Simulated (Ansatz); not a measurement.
# Be chain started as a zigzag: one chain at several levels of theory

Aim: how far do the period, the moment and the conductance of the Be chain started as a zigzag depend on the functional, the datasets and spin-orbit coupling, and at what cost?

Program: Ansatz 0.2.0. Level of theory: DFT PBE, plane waves, PAW; relaxation of a chain's period, in the first sound run; inputs show where later runs differ. Results are calculated unless marked as measured.

## Step 1: The structure

The cell holds 2 atoms: 2 Be. Its edges and angles: a = 9.000 Å, b = 7.500 Å, c = 3.221 Å, α = 90.0°, β = 90.0°, γ = 90.0°. Vacuum lies along a and b. The structure's axis is c.

## Step 2: The relaxed wire, level PBE, cutoff 420 eV

Band widths follow the bond lengths, so the chain is relaxed first. The atoms and the third cell vector are free; the box across stays fixed as vacuum. Moments are seeded so that a magnetic state can form if it lies lower. A Fermi-Dirac smearing is set since the result may be a metal. The pressure printed is a third of the stress's trace over the whole box, vacuum included; only the stress along the axis is relaxed.

input.yaml

```yaml
crystal:
  lattice:
    - [9.0, 0.0, 0.0]
    - [0.0, 7.5, 0.0]
    - [0.0, 0.0, 3.2209928187]
  atoms:
    - { symbol: Be, position: [0.452426882, 0.5, 0.0], spin: 0.5 }
    - { symbol: Be, position: [0.547573118, 0.5, 0.5], spin: 0.5 }
magnetization:
  spin_polarized: true
kpoints:
  mp_grid: { grid: [1, 1, 25] }
scf:
  occupations: { method: fermi_dirac, width: 0.05 }
hamiltonian:
  xc: pbe
relax:
  cell: { fix: [a, b, alpha, beta, gamma] }
  max_steps: 60
```

Started as:

```console
ansatz run input.yaml --threads 4 --pin off --max-ram 8192MiB --backend cpu --events-out ev --progress --plain --runs-dir out
```

Numbers of over 12 decimals in the logs are rounded to 6 here.

Output:

```text
Engine: ansatz 0.2.0, aarch64-unknown-linux-gnu
Pseudopotentials: kind: paw
Pseudopotential: Be, paw, valence charge 2, recommended cutoff 420 eV (normal), Be.paw.azcp
Functional definition: PBE
  parameter kappa = 0.804
  parameter beta = 0.066725
  exchange = pbe_x(kappa = kappa, mu = beta*pi^2/3)
  correlation = pbe_c(beta = beta)
Crystal: 2 atoms, lattice volume = 217.417 Å³
Basis set: ecut = 420 eV, 4281 PW (Γ), exchange–correlation on 128×108×48 points (8 copies of the dense FFT grid, shifted against one another)
Bands: 7, of which v1, the nominal top of the filled ones, is band 2 counted from 1 (1 counted from 0)
Symmetry: 8 space group operations
Space group: Pmma (ITA 51), of the structure as read, at distance tolerance 6.0e-5 Å
Magnetic group: BNS 51.289 (UNI 387), of the structure as read, at distance tolerance 6.0e-5 Å
k-points: 13 of 25
Non-local potential: Be, projectors of the file, l = 0: 2, l = 1: 2, l = 2: 1
PAW form: soft (Blöchl's): semilocal exchange-correlation on the pseudo side does not see the compensation charge
PAW one-centre angular grid: Be, 110 points (default); XC on 64 Gauss nodes
Initial density: superposition of atomic densities (neutral atoms: chi_scale 0, normalization atom)
Starting moments: Σ|m| = 1 μB on 2 of 2 sites
Initial wavefunctions: pseudopotential atomic-orbital guess
Functional: x = pbe(κ = 0.804, μ = 0.219515), c = pbe(β = 0.066725)
SCF iter   1: F=—  HF=-180.942589 eV  |F-HF|=—  |Δ(HF+E_count)|=         —  Δρ=1.50e-2 (↑1.27e-2 ↓1.50e-2)  dr2=3.26e0  dr2_m=8.90e-3  M=0.686 μB ∫|m|=0.686 μB  β_m=0.30  ethr=3.10e-3  ⟨swp⟩=7.5  Hψ=2106  notcnv=0
preconditioner: auto → none  [insulator: Δε(μ)=0.120 eV  Ē_g=6.640 eV  σ=0.050 eV  W_gap=0.53  n_scr=10 (ndim 8)  ℏωp=5.0 eV  f_vac=0.527  D(μ)=0.75/eV (n_scr^D=2)  ε∞_Penn≈1.6]
SCF iter   2: F=—  HF=-180.086049 eV  |F-HF|=—  |Δ(HF+E_count)|=   8.57e-1  Δρ=8.10e-3 (↑5.38e-3 ↓8.10e-3)  dr2=7.27e-1  dr2_m=6.63e-3  M=0.735 μB ∫|m|=0.735 μB  β_m=0.30  ethr=3.10e-3  ⟨swp⟩=2.2  Hψ=557  notcnv=0  defer=8
preconditioner: auto → LDOS  [metal: Δε(μ)=0.078 eV  Ē_g=6.010 eV  σ=0.050 eV  W_gap=0.33  n_scr=10 (ndim 8)  ℏωp=5.0 eV  f_vac=0.554  D(μ)=1.40/eV (n_scr^D=4)]
spin=Collinear: LDOS preconditioning applied to the charge; magnetization (m = ρ↑ − ρ↓) channel mixes plain (no charge-response kernel on spin).
SCF iter   3: F=—  HF=-179.901726 eV  |F-HF|=—  |Δ(HF+E_count)|=   1.84e-1  Δρ=2.37e-3 (↑2.37e-3 ↓1.54e-3)  dr2=3.56e-2  dr2_m=4.30e-3  M=0.713 μB ∫|m|=0.713 μB  β_m=0.30  ethr=3.10e-3  ⟨swp⟩=2.4  Hψ=365  notcnv=0  defer=8
SCF iter   4: F=—  HF=-179.905771 eV  |F-HF|=—  |Δ(HF+E_count)|=   4.04e-3  Δρ=2.20e-3 (↑8.89e-4 ↓2.20e-3)  dr2=2.29e-2  dr2_m=2.43e-3  M=0.714 μB ∫|m|=0.714 μB  β_m=0.30  ethr=8.90e-4  ⟨swp⟩=2.6  Hψ=363  notcnv=0  defer=8
SCF iter   5: F=—  HF=-179.906299 eV  |F-HF|=—  |Δ(HF+E_count)|=   5.28e-4  Δρ=9.72e-4 (↑9.72e-4 ↓7.97e-4)  dr2=6.22e-4  dr2_m=1.43e-3  M=0.713 μB ∫|m|=0.713 μB  β_m=0.30  ethr=5.72e-4  ⟨swp⟩=2.7  Hψ=333  notcnv=0  defer=8
SCF iter   6: F=—  HF=-179.908927 eV  |F-HF|=—  |Δ(HF+E_count)|=   2.63e-3  Δρ=7.45e-4 (↑6.69e-4 ↓7.45e-4)  dr2=2.29e-4  dr2_m=9.38e-4  M=0.712 μB ∫|m|=0.712 μB  β_m=0.30  ethr=1.56e-5  ⟨swp⟩=2.3  Hψ=317  notcnv=0  defer=8
Mixer restart at iter 6: flushing history
spin-set hold released at iteration 6 (site moments contracting): the magnetisation degrees of freedom join the quasi-Newton model from the next iteration; the mixer history was flushed
SCF iter   7: F=—  HF=-179.910363 eV  |F-HF|=—  |Δ(HF+E_count)|=   1.44e-3  Δρ=6.05e-4 (↑5.39e-4 ↓6.05e-4)  dr2=1.36e-4  dr2_m=6.18e-4  M=0.713 μB ∫|m|=0.713 μB  β_m=0.59  ethr=5.72e-6  ⟨swp⟩=2.3  Hψ=303  notcnv=0  defer=8
SCF iter   8: F=—  HF=-179.913205 eV  |F-HF|=—  |Δ(HF+E_count)|=   2.84e-3  Δρ=1.57e-4 (↑1.28e-4 ↓1.57e-4)  dr2=1.14e-5  dr2_m=3.92e-5  M=0.719 μB ∫|m|=0.720 μB  β_m=0.82  ethr=3.41e-6  ⟨swp⟩=2.7  Hψ=370  notcnv=0  defer=8
SCF iter   9: F=—  HF=-179.913574 eV  |F-HF|=—  |Δ(HF+E_count)|=   3.69e-4  Δρ=6.43e-5 (↑5.58e-5 ↓6.43e-5)  dr2=2.10e-5  dr2_m=5.63e-6  M=0.728 μB ∫|m|=0.731 μB  β_m=0.91  ethr=2.84e-7  ⟨swp⟩=3.0  Hψ=359  notcnv=0  defer=8
SCF iter  10: F=—  HF=-179.913635 eV  |F-HF|=—  |Δ(HF+E_count)|=   6.12e-5  Δρ=1.86e-5 (↑1.86e-5 ↓1.83e-5)  dr2=5.33e-6  dr2_m=3.23e-7  M=0.735 μB ∫|m|=0.738 μB  β_m=0.96  ethr=2.84e-7  ⟨swp⟩=2.0  Hψ=264  notcnv=0  defer=8
SCF iter  11: F=—  HF=-179.913640 eV  |F-HF|=—  |Δ(HF+E_count)|=   5.10e-6  Δρ=3.93e-6 (↑3.80e-6 ↓3.93e-6)  dr2=1.50e-7  dr2_m=1.35e-8  M=0.737 μB ∫|m|=0.740 μB  β_m=0.98  ethr=1.33e-7  ⟨swp⟩=2.0  Hψ=291  notcnv=0  defer=8
SCF iter  12: F=—  HF=-179.913640 eV  |F-HF|=—  |Δ(HF+E_count)|=   4.28e-7  Δρ=1.09e-6 (↑1.09e-6 ↓9.13e-7)  dr2=6.31e-9  dr2_m=8.53e-10  M=0.737 μB ∫|m|=0.740 μB  β_m=0.96  ethr=2.50e-9  ⟨swp⟩=4.3  Hψ=438  notcnv=0
SCF iter  13: F=—  HF=-179.913640 eV  |F-HF|=—  |Δ(HF+E_count)|=   5.32e-8  Δρ=2.60e-7 (↑1.99e-7 ↓2.60e-7)  dr2=3.55e-10  dr2_m=7.42e-11  M=0.736 μB ∫|m|=0.740 μB  β_m=0.98  ethr=1.58e-10  ⟨swp⟩=3.6  Hψ=411  notcnv=0
SCF iter  14: F=-179.913640 eV  HF=-179.913640 eV  |F-HF|=4.24e-10  |Δ(HF+E_count)|=   1.44e-8  Δρ=4.06e-8 (↑4.06e-8 ↓3.36e-8)  dr2=2.36e-11  dr2_m=8.82e-13  M=0.737 μB ∫|m|=0.740 μB  ethr=8.86e-12  ⟨swp⟩=3.2  Hψ=380  notcnv=0
SCF 1 converged in 14 iterations: F = -179.913640 eV  dr2 = 2.36e-11
  greatest PAW one-centre occupation: 0.441 electrons in one spin orbital (limit 2), on the Be atom at site 1 (counted from 0), in its partial waves of l = 0
relax step   1: F+E_penalty+E_count = -179.91364044 eV  Δ(F+E_penalty+E_count) = +0.000e0 eV  max|allowed force component| = 2.051e0 eV/Å  Δτ_max = 0.0000 Å  P = +1.156 GPa  Ω = 217.417 Å³  fix = [a, b, alpha, beta, gamma]  reactions: a +1.336, b +0.025 GPa  (14 SCF iters, dr2 threshold 1.00e-7 eV, accepted)
Crystal: 2 atoms, lattice volume = 213.444 Å³
Basis set: ecut = 420 eV, 4209 PW (Γ), exchange–correlation on 128×108×48 points (8 copies of the dense FFT grid, shifted against one another)
Initial density: handed on by an earlier stage of this run
Starting moments: Σ|m| = 1 μB on 2 of 2 sites; this step starts from the density that it was given
Initial wavefunctions: those handed on with the density
iter 1 solved again at ethr=1.24e-3 eV; its pass at ethr=3.10e-3 eV (dr2=4.97e-2 eV) is discarded
SCF iter   1: F=—  HF=-180.303820 eV  |F-HF|=—  |Δ(HF+E_count)|=         —  Δρ=2.32e-3 (↑1.87e-3 ↓2.32e-3)  dr2=4.96e-2  dr2_m=7.71e-4  M=0.650 μB ∫|m|=0.651 μB  β_m=0.30  ethr=1.24e-3  ⟨swp⟩=1.1  Hψ=2334  notcnv=0
[...]
relax step   5: F+E_penalty+E_count = -181.15740122 eV  Δ(F+E_penalty+E_count) = -2.679e-1 eV  max|allowed force component| = 4.980e-1 eV/Å  Δτ_max = 0.0703 Å  P = -1.809 GPa  Ω = 182.514 Å³  energy of the carried Pulay correction = +6.082e-4 eV  fix = [a, b, alpha, beta, gamma]  reactions: a -0.568, b -0.011 GPa  (9 SCF iters, dr2 threshold 2.00e-7 eV, accepted)
relax step   6: F+E_penalty+E_count = -181.45345704 eV  Δ(F+E_penalty+E_count) = -2.961e-1 eV  max|allowed force component| = 4.200e-1 eV/Å  Δτ_max = 0.0207 Å  P = -1.650 GPa  Ω = 171.794 Å³  energy of the carried Pulay correction = +8.170e-4 eV  fix = [a, b, alpha, beta, gamma]  reactions: a -0.505, b +0.009 GPa  (9 SCF iters, dr2 threshold 2.00e-7 eV, accepted)
relax step   7: F+E_penalty+E_count = -181.71666951 eV  Δ(F+E_penalty+E_count) = -2.632e-1 eV  max|allowed force component| = 2.277e-1 eV/Å  Δτ_max = 0.0009 Å  P = -1.211 GPa  Ω = 161.197 Å³  energy of the carried Pulay correction = +1.035e-3 eV  fix = [a, b, alpha, beta, gamma]  reactions: a -0.228, b +0.055 GPa  (26 SCF iters, dr2 threshold 2.00e-7 eV, accepted)
relax step   8: F+E_penalty+E_count = -181.87852667 eV  Δ(F+E_penalty+E_count) = -1.619e-1 eV  max|allowed force component| = 2.630e-1 eV/Å  Δτ_max = 0.0218 Å  P = -0.550 GPa  Ω = 150.327 Å³  energy of the carried Pulay correction = +1.272e-3 eV  fix = [a, b, alpha, beta, gamma]  reactions: a -0.338, b +0.078 GPa  (11 SCF iters, dr2 threshold 2.00e-7 eV, accepted)
relax step   9: F+E_penalty+E_count = -181.90232019 eV  Δ(F+E_penalty+E_count) = -2.379e-2 eV  max|allowed force component| = 1.380e-1 eV/Å  Δτ_max = 0.0329 Å  P = +0.129 GPa  Ω = 146.411 Å³  energy of the carried Pulay correction = +1.361e-3 eV  fix = [a, b, alpha, beta, gamma]  reactions: a +0.413, b +0.088 GPa  (10 SCF iters, dr2 threshold 2.00e-7 eV, accepted)
relax step  10: F+E_penalty+E_count = -181.90425779 eV  Δ(F+E_penalty+E_count) = -1.938e-3 eV  max|allowed force component| = 3.971e-3 eV/Å  Δτ_max = 0.0131 Å  P = +0.083 GPa  Ω = 145.781 Å³  energy of the carried Pulay correction = +1.375e-3 eV  fix = [a, b, alpha, beta, gamma]  reactions: a +0.147, b +0.089 GPa  (10 SCF iters, dr2 threshold 2.00e-7 eV, accepted)
Basis set: ecut = 420 eV, 2873 PW (Γ), exchange–correlation on 128×108×30 points (8 copies of the dense FFT grid, shifted against one another)
Initial wavefunctions: pseudopotential atomic-orbital guess (no wavefunctions were taken with the density)
iter 1 solved again at ethr=6.98e-6 eV; its pass at ethr=3.10e-3 eV (dr2=2.79e-4 eV) is discarded
SCF iter   1: F=—  HF=-181.903976 eV  |F-HF|=—  |Δ(HF+E_count)|=         —  Δρ=1.04e-5 (↑1.04e-5 ↓1.04e-5)  dr2=6.93e-8  dr2_m=2.42e-12  M=0.000 μB ∫|m|=0.000 μB  β_m=0.30  ethr=6.98e-6  ⟨swp⟩=2.2  Hψ=2282  notcnv=0
eigensolver tolerance schedule: the retry pair's looser diagonalisation over-reported the residual by 4026.94 of it (diagonalisation noise at an unbounded share of the residual, at the tolerance the schedule requests for it); recorded, not acted on — ethr = c·dr2/N_el stays at c = 1.0e-1
preconditioner: auto → LDOS  [metal: Δε(μ)=0.090 eV  Ē_g=6.793 eV  σ=0.050 eV  W_gap=0.37  n_scr=10 (ndim 8)  ℏωp=6.2 eV  f_vac=0.520  D(μ)=1.80/eV (n_scr^D=10)]
spin=Collinear: LDOS preconditioning applied to the charge; magnetization (m = ρ↑ − ρ↓) channel mixes plain (no charge-response kernel on spin).
SCF iter   2: F=—  HF=-181.903977 eV  |F-HF|=—  |Δ(HF+E_count)|=   6.97e-7  Δρ=7.34e-6 (↑7.34e-6 ↓7.34e-6)  dr2=2.93e-8  dr2_m=2.16e-12  M=0.000 μB ∫|m|=0.000 μB  β_m=0.58  ethr=1.73e-9  ⟨swp⟩=2.8  Hψ=272  notcnv=0
SCF iter   3: F=—  HF=-181.903978 eV  |F-HF|=—  |Δ(HF+E_count)|=   8.13e-7  Δρ=1.30e-6 (↑1.30e-6 ↓1.30e-6)  dr2=1.86e-9  dr2_m=1.42e-12  M=0.000 μB ∫|m|=0.000 μB  β_m=0.57  ethr=7.31e-10  ⟨swp⟩=2.0  Hψ=242  notcnv=0
SCF iter   4: F=—  HF=-181.903978 eV  |F-HF|=—  |Δ(HF+E_count)|=   2.44e-8  Δρ=2.41e-7 (↑2.38e-7 ↓2.41e-7)  dr2=1.74e-10  dr2_m=1.09e-12  M=0.000 μB ∫|m|=0.000 μB  β_m=0.73  ethr=4.64e-11  ⟨swp⟩=2.1  Hψ=242  notcnv=0
SCF iter   5: F=-181.903978 eV  HF=-181.903978 eV  |F-HF|=1.28e-11  |Δ(HF+E_count)|=  5.02e-10  Δρ=5.35e-8 (↑4.43e-8 ↓5.35e-8)  dr2=1.01e-11  dr2_m=7.58e-13  M=0.000 μB ∫|m|=0.000 μB  ethr=1.00e-12  ⟨swp⟩=4.0  Hψ=665  notcnv=0
the starting moments were not kept: the SCF closed with an absolute magnetisation of 1.4e-5 μB, where they sum to 1 μB in size (2 sites). That is at most 0.1 of that sum. Measured as dr2_m measures the in/out step, that magnetisation stands 1.7e-11 eV from none, at or under the dr2_threshold of 2.0e-11 eV: it is no larger than a step whose dr2_m would equal this threshold.
SCF 11 converged in 5 iterations: F = -181.903978 eV  dr2 = 1.01e-11
relax step  11: F+E_penalty+E_count = -181.90397769 eV  Δ(F+E_penalty+E_count) = +2.801e-4 eV  max|allowed force component| = 4.054e-3 eV/Å  Δτ_max = 0.0000 Å  P = +0.081 GPa  Ω = 145.781 Å³  fix = [a, b, alpha, beta, gamma]  reactions: a +0.145, b +0.087 GPa  stress off target by 9.88e-3 GPa on what of the cell is left free  SCF on the basis re-selected at this cell (its energy is not comparable with the rows above)  (5 SCF iters)
basis re-selected at this cell: Δ(F+E_penalty+E_count) = +2.801e-4 eV, ΔP = -0.003 GPa vs the last step (what re-selecting the basis moved, of the pressure what is left beyond the Pulay correction that the steps carried, after the strain that the cell walked since its last selection, with what the two solves' SCF thresholds leave and, on support functions, any second-order correction that the steps lacked; it is no measure of the basis error at this ecutwfc). The dense FFT grid was sized anew with the basis: this SCF ran on 64×54×15 points, the steps before it on 64×54×24, so part of this shift can come from that change (see relax.cell in the input reference). [rest of the remark cut]
SCF converged after 5 iterations
Magnetization: 0.0000 μB (2.0000 up, 2.0000 down)
Absolute magnetization: 0.0000 μB (∫|ρ↑−ρ↓|, with the PAW one-centre terms)
Spin contamination: 0.0000 ħ² per cell (⟨S²⟩ above its minimum at these occupations)
Per-site moments (μB) at R_I (Å): [(1.9596130143514656e-6, 0.849862), (1.9596130143400446e-6, 0.849862)]
Free energy (F): -181.903978 eV
Harris-Foulkes:  -181.903978 eV  (|F-HF|=1.28e-11)
Internal energy: -181.889331 eV  (E = F + TS)
E sigma→0 (E₀):  -181.896655 eV
Entropy (-TS):   -0.014646 eV (-7.323 meV/atom)
Fermi energy:    -3.094662 eV
--- Per-component energies (eV) ---
  E_band       = -21.844384
  E_kinetic    = 33.286841
  E_local      = -139.363673  (includes V_loc(G=0)·N_el)
  E_nonlocal   = 11.122719
  E_hartree    = 55.667100
  E_xc         = -34.725904
  E_vxc        = -35.157853  (∫ρ·V_xc dr)
  E_paw        = -119.307526  (= ΣΔE_a)
  E_vpaw       = -3.066588  (= ΣTr[D̂ρ^β])
  E_aug_tail   = -0.000001  (compensation charges beyond the density's cutoff)
  E_ewald      = 11.431112
  E_smearing   = -0.014646  (= −TS)
  E_closure    = -0.000000  (closes the sum)
  Σ components = -181.903978   (vs F -181.903978, Δ=0.00e0)
--- Forces (eV/Å), atoms counted from 1 ---
  atom   1  Be     0.00405434     0.00000000     0.00000000
  atom   2  Be    -0.00405434    -0.00000000     0.00000000
  max |Σ_I F_I| component: 8.67e-19 eV/Å
--- Stress (GPa, compression-positive) ---
        0.145076       0.000000       0.000000
        0.000000       0.087234      -0.000000
        0.000000      -0.000000       0.009882
  P = ⅓ Tr σ = 0.0807 GPa (0.807 kbar)
--- Relaxed structure (10 steps of the walk, 10 accepted, 1 SCFs on fresh bases) ---
  F+E_penalty+E_count = -181.90397769 eV   max|allowed force component| = 4.054e-3 eV/Å   (the final SCF, on the basis selected at the relaxed cell)
  cell:  # Å, volume = 145.7807 Å³
    - [9.0, 0.0, 0.0]
    - [0.0, 7.5, 0.0]
    - [0.0, 0.0, 2.159713]
  atoms:
    - { symbol: Be, position: [0.402522, 0.500000, 0.0] }
    - { symbol: Be, position: [0.597478, 0.500000, 0.5] }
```

The job ended after 12 s (4 threads of Arm Neoverse V2, shared host; peak memory 0.42 GiB).

Step by step:

```
step  energy less that of the first step (eV)  largest force component (eV/Å)  pressure (GPa)  volume (Å³)
   1                                   0.0000                          2.0511            1.16       217.42
   2                                  -0.3867                          1.0992           -0.04       213.44
   3                                  -0.6505                          0.8327           -0.53       203.99
   4                                  -0.9759                          0.2272           -1.55       193.38
   5                                  -1.2438                          0.4980           -1.81       182.51
   6                                  -1.5398                          0.4200           -1.65       171.79
   7                                  -1.8030                          0.2277           -1.21       161.20
   8                                  -1.9649                          0.2630           -0.55       150.33
   9                                  -1.9887                          0.1380            0.13       146.41
  10                                  -1.9906                          0.0040            0.08       145.78
 11*                                  -1.9903                          0.0041            0.08       145.78
```

Relaxation steps marked * repeat the geometry before them on a plane-wave basis chosen anew for their cell, so energy and pressure can jump there.

The run keeps the 8 symmetry operations that it works with, so distortions that break them were not tested.

```
cell as run  before  after   change
      c (Å)   3.221  2.160  -32.9 %
```

The atoms that moved most (Å, along periodic axes as changes of fractional coordinates times the final cell, across vacuum about the mean position):

```
atom      dx     dy     dz  length
 Be1  -0.449  0.000  0.000   0.449
 Be2   0.449  0.000  0.000   0.449
```

The relaxed structure:

```xyz
2
Lattice="9.0000 0.0000 0.0000 0.0000 7.5000 0.0000 0.0000 0.0000 2.1597" Properties=species:S:1:pos:R:3
Be    3.6227    3.7500    0.0000
Be    5.3773    3.7500    1.0799
```

Numbers from this step:

| Quantity | Value |
| --- | --- |
| energy at zero smearing | -181.8967 eV |
| cell length along the wire | 2.160 Å |

The cell's length comes to 2.160 Å with no moment. That is -33 % against the start, more than a small adjustment.

The cell shrank by 32.9 % in its periodic edges. From the first step to the last the energy fell by 1.990 eV, across changes of basis, and the largest move was 0.45 Å (Be1 and 1 other atom alike).

[end of part 1 of 4]

[Logs are printed without paths, hosts, clocks, repeated set-up lines and the standing remarks that a program may print on its own settings, such as how far it seeks lower states.]

[Hosts, paths, dates, database ids (printed as entryN), source tags and the programs' standing remarks are cut or masked in the printed files.]
